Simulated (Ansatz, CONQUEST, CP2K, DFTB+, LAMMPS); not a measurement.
## CONQUEST runs on aqueous Ca2+ and TFSI-, 6.5 mol of salt per kg of water at 300 K (113 atoms)

Aim: run aqueous Ca2+ and TFSI-, 6.5 mol of salt per kg of water at 300 K (113 atoms) in CONQUEST and see how near its forces come to a plane-wave reference, and at what cost.

Method: the method is named at each step, in CONQUEST 1.3.

**1. Starting point**

The cell holds 113 atoms: 4 N, 8 S, 33 O, 8 C, 24 F, 34 H and 2 Ca. Cell: a = 11.188 Å, b = 11.188 Å, c = 11.188 Å, α = 90.0°, β = 90.0°, γ = 90.0°. 17 H2O, 2 Ca2+, 4 TFSI- placed at random, at 1.79 g/cm³; overlaps pushed apart, then 10 ps at 420 K with divalent ions of Li, Roberts, Chakravorty and Merz (J. Chem. Theory Comput. 9, 2733 (2013)); MMFF94 bonds, angles, torsions, charges and radii (Halgren, J. Comput. Chem. 17, 490 (1996)) in harmonic and 12-6 forms; SPC/E water (Berendsen, Grigera and Straatsma, J. Phys. Chem. 91, 6269 (1987)); charges of ions scaled by 0.85. Snapshot after 20 ps at 300 K and fixed volume.

The yardstick, on the same geometry:

| Property | Result |
| --- | --- |
| method | Kohn-Sham DFT, PBE, PAW, plane waves (Ansatz 0.2.0); cutoff 420 eV, Γ point, fermi-dirac smearing of 0.05 eV; PAW set soft_2 |
| r.m.s. force component | 0.9546 eV/Å |
| longest force | 4.407 eV/Å |
| pressure | -0.3382 GPa |
| gap (highest filled to lowest empty level) | 4.401 eV |
| SCF cycles | 10 |
| time | 14 s on 4 threads of Intel Xeon 6975P-C (Granite Rapids), shared host |
| CPU time | 50 s |

**2. PBE, grid 120 Ha**

Method: Kohn-Sham DFT, PBE, norm-conserving pseudopotentials, pseudo-atomic orbitals (double zeta with polarisation), diagonalisation.

The .ion files beside the input carry potential, basis and functional.

Contents of Conquest_input:

```
IO.Title cell
IO.Coordinates coords.dat
IO.FractionalAtomicCoords T
IO.Iprint 1
General.NumberOfSpecies 7
AtomMove.TypeOfRun static
AtomMove.CalcStress T
Grid.GridCutoff 120
DM.SolutionMethod diagon
SC.MaxIters 100
SC.LinearMixingFactor 0.3
minE.SCTolerance 1e-06
Diag.kT 0.001837
Diag.MPMesh T
Diag.GammaCentred T
Diag.MPMeshX 1
Diag.MPMeshY 1
Diag.MPMeshZ 1
%block ChemicalSpeciesLabel
1 14.007 N
2 32.060 S
3 15.999 O
4 12.011 C
5 18.998 F
6 1.008 H
7 40.078 Ca
%endblock
```

Contents of coords.dat:

```
21.141708 0.000000 0.000000
0.000000 21.141708 0.000000
0.000000 0.000000 21.141708
113
0.55062 0.72958 0.90502 1 T T T
0.62172 0.65359 0.81542 2 T T T
0.54800 0.61631 0.71435 3 T T T
0.69587 0.55632 0.86149 3 T T T
0.72631 0.76964 0.75984 4 T T T
0.69366 0.81574 0.64899 5 T T T
0.72948 0.86457 0.83863 5 T T T
0.83827 0.72150 0.75201 5 T T T
0.61527 0.74938 0.03038 2 T T T
0.56781 0.85133 0.09285 3 T T T
0.74646 0.73666 0.03249 3 T T T
0.55368 0.61775 0.10514 4 T T T
0.46881 0.66059 0.18331 5 T T T
0.50082 0.53602 0.02565 5 T T T
0.63321 0.55421 0.17688 5 T T T
0.71152 0.35257 0.59850 1 T T T
0.74086 0.38520 0.46657 2 T T T
0.63182 0.39574 0.39835 3 T T T
0.83845 0.31822 0.40397 3 T T T
0.78344 0.53838 0.47877 4 T T T
0.68708 0.61699 0.47934 5 T T T
0.83972 0.55533 0.58635 5 T T T
0.86155 0.57859 0.39077 5 T T T
0.82582 0.29290 0.66559 2 T T T
0.80383 0.25462 0.78944 3 T T T
0.94133 0.34777 0.64867 3 T T T
0.82857 0.15080 0.58618 4 T T T
0.72357 0.13394 0.51929 5 T T T
0.92985 0.14724 0.51212 5 T T T
0.83072 0.05296 0.65521 5 T T T
0.31165 0.03320 0.74883 1 T T T
0.42544 0.95695 0.72448 2 T T T
0.40554 0.83311 0.68826 3 T T T
0.51687 0.96997 0.81707 3 T T T
0.47498 0.03089 0.58883 4 T T T
0.49829 0.14834 0.61537 5 T T T
0.57604 0.97890 0.53263 5 T T T
0.39480 0.02245 0.50092 5 T T T
0.33099 0.14112 0.84578 2 T T T
0.22548 0.21235 0.85503 3 T T T
0.43772 0.21378 0.82658 3 T T T
0.34434 0.05974 0.98668 4 T T T
0.45409 0.06731 0.03327 5 T T T
0.26933 0.09722 0.07864 5 T T T
0.32322 0.93994 0.96868 5 T T T
0.97748 0.81839 0.18499 1 T T T
0.09502 0.83975 0.10620 2 T T T
0.20267 0.85529 0.18134 3 T T T
0.08959 0.92216 0.00506 3 T T T
0.10438 0.68270 0.04987 4 T T T
0.21709 0.64870 0.01096 5 T T T
0.07056 0.60870 0.13289 5 T T T
0.03025 0.66058 0.95767 5 T T T
0.98369 0.90415 0.29753 2 T T T
0.03568 0.02139 0.27526 3 T T T
0.03385 0.84850 0.40643 3 T T T
[... 53 atom lines left out ...]
0.04806 0.39297 0.74279 6 T T T
0.15661 0.35590 0.83306 6 T T T
0.37294 0.63819 0.58442 7 T T T
0.79950 0.23558 0.01003 7 T T T
```

Started as:

```sh
$ OMP_NUM_THREADS=1 mpirun -np 4 Conquest > output.txt
```

Numbers of over 12 decimals in the logs are rounded to 6 here.

Conquest_out:

```text
      Simulation cell dimensions:    21.1417 a0 x    21.1417 a0 x    21.1417 a0
        This calculation includes non-local pseudopotentials,
         with a maximum core radius of      9.72104605
    Job title: cell
    Job to be run: static calculation
    Ground state search:
      Support functions represented with PAO basis
      1:1 PAO to SF mapping
      Non-spin-polarised electrons
      Solving for the K matrix using diagonalisation
      Using Fermi-Dirac smearing
    Integration grid size:    108 x  108 x  108
    Integration grid spacing:  0.196 a0 x 0.196 a0 x 0.196 a0
    Number of species:  7
    --------------------------------------------------------
    |   #  mass (au)  Charge (e)  SF Rad (a0)  NSF  Label  |
    --------------------------------------------------------
    |   1     14.007       5.000        5.873   13  N      |
    |   2     32.060       6.000        6.460   13  S      |
    |   3     15.999       6.000        5.285   13  O      |
    |   4     12.011       4.000        6.460   13  C      |
    |   5     18.998       7.000        4.698   13  F      |
    |   6      1.008       1.000        7.047    5  H      |
    |   7     40.078      10.000        9.984   14  Ca     |
    --------------------------------------------------------
          SCF tolerance:                 0.00000100
          SCF iterations:               100
    The calculation will be performed on     4 processes
    The calculation will be performed on     1 thread
    Using the default matrix multiplication kernel
    The functional used will be GGA PBE96
    set_atom_dens: In set_atomic_density, electrons :     520.000000000000
    PulayMixSC: Starting Pulay mixing, A_up =  0.300 A_dn =  0.300
    PulayMixSC: Spin non-polarised calculation.
          Harris-Foulkes Energy            :     -1413.724656 Ha
    PulayMixSC: Pulay iteration     1 residual:              0.23576E-02
          Harris-Foulkes Energy            :     -1411.849827 Ha
    PulayMixSC: Pulay iteration     2 residual:              0.10091E-02
          Harris-Foulkes Energy            :     -1411.764842 Ha
    PulayMixSC: Pulay iteration     3 residual:              0.65203E-03
          Harris-Foulkes Energy            :     -1411.739942 Ha
    PulayMixSC: Pulay iteration     4 residual:              0.11325E-03
          Harris-Foulkes Energy            :     -1411.739385 Ha
    PulayMixSC: Pulay iteration     5 residual:              0.30298E-04
          Harris-Foulkes Energy            :     -1411.739211 Ha
    PulayMixSC: Pulay iteration     6 residual:              0.13013E-04
          Harris-Foulkes Energy            :     -1411.739187 Ha
    PulayMixSC: Pulay iteration     7 residual:              0.37972E-05
          Harris-Foulkes Energy            :     -1411.739186 Ha
    PulayMixSC: Pulay iteration     8 residual:              0.19364E-05
          Harris-Foulkes Energy            :     -1411.739185 Ha
    PulayMixSC: Pulay iteration     9 residual:              0.58242E-06
    PulayMixSC: Reached SCF tolerance of  0.58242E-06 after      9 iterations
      | Number of electrons      =       520.000181
      |* Harris-Foulkes energy   =     -1411.739185 Ha
      |* DFT total energy        =     -1411.739185 Ha
    force: Forces on atoms (Ha/a0)
    force:  Atom   X              Y              Z
    force:     1  -0.0258211932   0.0197276858   0.0162841400
    force:     2   0.0076396798  -0.0176566288  -0.0293957590
    force:     3  -0.0070574818   0.0031198908  -0.0078200849
    force:     4   0.0128206981  -0.0061551603   0.0049451207
    force:     5   0.0120224534   0.0245002711  -0.0156913871
    force:     6   0.0093290473  -0.0161831513   0.0275895087
    force:     7   0.0101080276  -0.0136409103  -0.0214171335
    force:     8  -0.0086135468   0.0085023599   0.0018578138
    force:     9   0.0523826255  -0.0273855251  -0.0047306404
    force:    10  -0.0111962934   0.0207677420   0.0040324578
    force:    11  -0.0187456770  -0.0020425918   0.0024075363
    force:    12  -0.0222193834  -0.0398715135   0.0390357661
    force:    13   0.0004893066  -0.0109856939  -0.0133196270
    force:    14   0.0124422914   0.0236398268   0.0270883666
    force:    15  -0.0083964603   0.0165061390  -0.0246921708
    force:    16   0.0068499455  -0.0052697420   0.0377960105
    force:    17   0.0292990377  -0.0257105461  -0.0469599765
    force:    18  -0.0276797951  -0.0055032892  -0.0148560834
    force:    19  -0.0231156968   0.0322525865   0.0222532255
    force:    20   0.0434985440   0.0665246301   0.0073029344
    force:    21   0.0155110391  -0.0286080692  -0.0029016495
    force:    22  -0.0036282946  -0.0005670094  -0.0138956307
    force:    23  -0.0213034815  -0.0156106976   0.0133408734
    force:    24  -0.0136645209  -0.0207057969   0.0327896029
[...]
force:   106  -0.0140665301   0.0022688660   0.0041857178
    force:   107  -0.0120540836  -0.0002474606  -0.0104147593
    force:   108   0.0156144161  -0.0077065531   0.0036387469
    force:   109   0.0097546058   0.0036828199   0.0078994136
    force:   110   0.0064009496  -0.0038149369   0.0110163647
    force:   111  -0.0097773561   0.0063031069  -0.0099078081
    force:   112  -0.0055086311  -0.0040257521  -0.0069677944
    force:   113   0.0077650735   0.0039847541   0.0125598684
    force: Maximum force :        0.06652463(Ha/a0) on atom        20 in y direction
    force: Force Residual:        0.02903965 Ha/a0
    force: Total stress:         -0.51393314    -0.78766907    -0.82874480 GPa
    force: Average pressure:      0.71011567 GPa
    get_E_and_F: Change in energy during last step of electronic optimisation:  0.47862E-06
```

Wall time 97 s (4 MPI ranks of Intel Xeon 6975P-C (Granite Rapids), shared host); peak memory 8.5 GiB; 6.4 min of CPU time.

Banners, paths, timers and routine set-up lines are dropped from the logs unmarked, and long logs keep their key lines alone; longer cuts are marked.

Numbers from this run, and their distance from the reference:

```yaml
r_m_s_force_component: 0.8621 eV/Å
r_m_s_difference_of_force_components: 271.1 meV/Å
longest_difference_of_force_vectors: 823.8 meV/Å
force_difference_over_r_m_s_force: 28.4 %
slope_of_forces_against_the_reference_s: 0.8675
correlation_of_force_components: 0.9605
spacing_of_highest_filled_and_lowest_empty_level: 4.354 eV
gap_difference: -0.0468 eV
pressure: 0.7101 GPa
pressure_difference: 1.048 GPa
```

This run lies far from the reference in forces at the same functional.

Length of the force difference by element (eV/Å):

```tsv
element	atoms	mean	most
C	8	0.46	0.62
Ca	2	0.050	0.051
F	24	0.46	0.69
H	34	0.34	0.40
N	4	0.52	0.57
O	33	0.54	0.82
S	8	0.52	0.64
```

Levels nearest the highest filled one (eV from it): -1.07, -1.05, -0.99, -0.96, -0.89, -0.85, -0.80, -0.74, -0.54, -0.33, -0.29, 0.00, 4.35, 4.41, 4.51, 4.68, 4.74, 4.88, 4.93, 5.02, 5.06, 5.13, 5.19, 5.22.

Local excerpt of 9 atoms (numbers count through the whole input) about Ca113, one of the 2 Ca atoms; x, y, z are measured from there.

```tsv
atom	x	y	z	distance (Å)	bonds	Fx	Fy	Fz (eV/Å)
Ca113	0.00	0.00	0.00	0.00	7	0.40	0.20	0.65
O70	-1.25	-2.02	0.24	2.39	3	0.59	0.24	-0.61
O61	-2.05	1.03	-0.88	2.46	3	0.09	0.30	0.05
O25	0.05	0.21	-2.47	2.48	2	-0.73	0.42	-0.76
O106	1.24	2.14	-0.34	2.50	3	-0.72	0.12	0.22
O103	2.03	-1.19	-0.90	2.52	3	-0.07	0.46	-0.29
O85	-1.59	0.54	1.90	2.53	3	-0.38	-0.27	-0.28
O79	1.39	-0.25	2.13	2.56	3	-0.22	0.43	-0.40
H72	-1.42	-2.29	-0.71	2.78	1	-0.36	-0.36	1.07
```

Forces lie 28 % from the reference's, at 7.8 times its CPU time.

Left out of this page: CONQUEST PBE, grid 120 Ha, multi-site 5 bohr (stopped by an internal error of the program).

**3. Summary of results**

| Quantity | Value |
| --- | --- |
| force difference from the reference | CONQUEST PBE, grid 120 Ha, 28 % |
| its CPU time | 6.4 min |

In words: The PBE run in local orbitals differs by 28 % (CONQUEST PBE, grid 120 Ha); basis, grid and potentials can all enter. CONQUEST PBE, grid 120 Ha softens the forces by a factor of 0.87 while following their directions (correlation 0.961). In CONQUEST PBE, grid 120 Ha the difference has nearly one length on every H (0.34 eV/Å) and points along its bond, outwards: this method prefers longer bonds, and stiff bonds to hydrogen turn a small shift into a large force. At the same functional, the gap of CONQUEST PBE, grid 120 Ha lies 0.05 eV below the reference's 4.40 eV. With short bonds to hydrogen, sets of potentials differ among themselves by several per cent in forces even at converged cutoffs, so the reference isn't exact here either. The network of contacts between molecules at the start is that of the classical potential that made the cell, and needn't be the one that DFT or experiment would give. The concentration wasn't checked against solubility and may exceed it. The reference's PBE has no dispersion term, which matters for the binding between molecules or layers. The density was typed from a rule of thumb and may lie off the real one at this temperature. The electronic-structure runs sample only Γ, in a cell whose shortest periodic width is 11 Å.

[Also dropped from logs without a mark: logging warnings of Python, and SIESTA's first energy breakdown and zero terms.]

[Logs are printed without paths, hosts, clocks, repeated set-up lines and the standing remarks that a program may print on its own settings, such as how far it seeks lower states.]

[Hosts, paths, dates, database ids (printed as entryN), source tags and the programs' standing remarks are cut or masked in the printed files.]

[The MMFF94 radii named for the starting cell were scaled by 0.96; in molecules described by MMFF94, hydrogen bound to N, O or S took a small fixed 12-6 site in their place.]
